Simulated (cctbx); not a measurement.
## Diagnosing a refinement

Cell a = 5.3190 Å, b = 5.3190 Å, c = 5.3190 Å, α = 90.00°, β = 90.00°, γ = 90.00°; space group Pm-3m (no. 221).

Simulated single-crystal data (cctbx): synchrotron X-rays, λ = 0.6889 Å, to d = 0.6 Å, 50 % of the full sphere, strongest reflection 70000 counts, noise from counting, a 2 % proportional error and a noise floor of 15 counts (s.d.); no absorption, and some extinction, which the refinements don't model.

An anisotropic refinement with weights 1/σ² prints:

```text
Rint 0.017, 11 unique reflections to 1.60 A
cycle     R1     wR2    GooF  max shift (A)
   1  0.0158  0.0459   4.256   0.00000
   2  0.0071  0.0171   1.590   0.00000
final R1 0.0071 wR2 0.0171 GooF 1.590  parameters 3  data/parameter 3.7
atom        x        y        z      Ueq    occ   su(xyz)  su(Uiso or U11)
Ce1    0.50000  0.50000  0.00000   0.0133  1.000  0.00000  0.0015
Sr1    0.00000  0.00000  0.00000   0.0080  1.000  0.00000  0.0014
difference map: max 0.07 min -0.12 rms 0.04
Q1    0.2733  0.2733  0.2733    8    0.07  2.24 A from Ce1
Q2    0.2000  0.2000  0.3333   24    0.06  2.11 A from Ce1
Q3    0.0000  0.0000  0.0000    1   -0.12  0.00 A from Sr1
```

**Question.** Can this result stand? If not, what is the likely fault?

Mend it. The fault: data cut at low resolution. Against the right model at the same level, R1 goes from 0.0083 to 0.0071 and GooF from 1.04 to 1.59. The atoms are right, but there are too few data for the parameters: R1 flatters and the s.u.s grow. Data per parameter fall from 34.7 to 3.7.

The compound is SrCe3. The right model at the same level gives:

```text
Rint 0.020, 104 unique reflections to 0.60 A
cycle     R1     wR2    GooF  max shift (A)
   1  0.0263  0.0670   5.359   0.00000
   2  0.0083  0.0131   1.045   0.00000
final R1 0.0083 wR2 0.0131 GooF 1.045  parameters 3  data/parameter 34.7
atom        x        y        z      Ueq    occ   su(xyz)  su(Uiso or U11)
Ce1    0.50000  0.50000  0.00000   0.0145  1.000  0.00000  0.0001
Sr1    0.00000  0.00000  0.00000   0.0080  1.000  0.00000  0.0001
difference map: max 0.62 min -0.52 rms 0.12
Q1    0.3626  0.3626  0.3626    8    0.62  2.19 A from Ce1
Q2    0.0000  0.2864  0.2864   12    0.61  1.61 A from Ce1
Q3    0.2786  0.2786  0.2786    8    0.43  2.23 A from Ce1
Q4    0.2574  0.2574  0.4319   24    0.38  1.92 A from Ce1
Q5    0.3582  0.3582  0.5000   12    0.33  2.05 A from Ce1
Q6    0.1593  0.2787  0.2787   24    0.28  1.87 A from Ce1
```

Isotropic U is held between 0.0001 and 1 Å² by the program, and listed peak heights are interpolated, so they can pass the grid's maximum.

The model was made for the exercise: a known structure type with other elements put in, its volume estimated, not relaxed; displacement parameters are assumed.

[Middle refinement cycles are left out of these outputs.]

[Logs are printed without paths, hosts, clocks, repeated set-up lines and the standing remarks that a program may print on its own settings, such as how far it seeks lower states.]
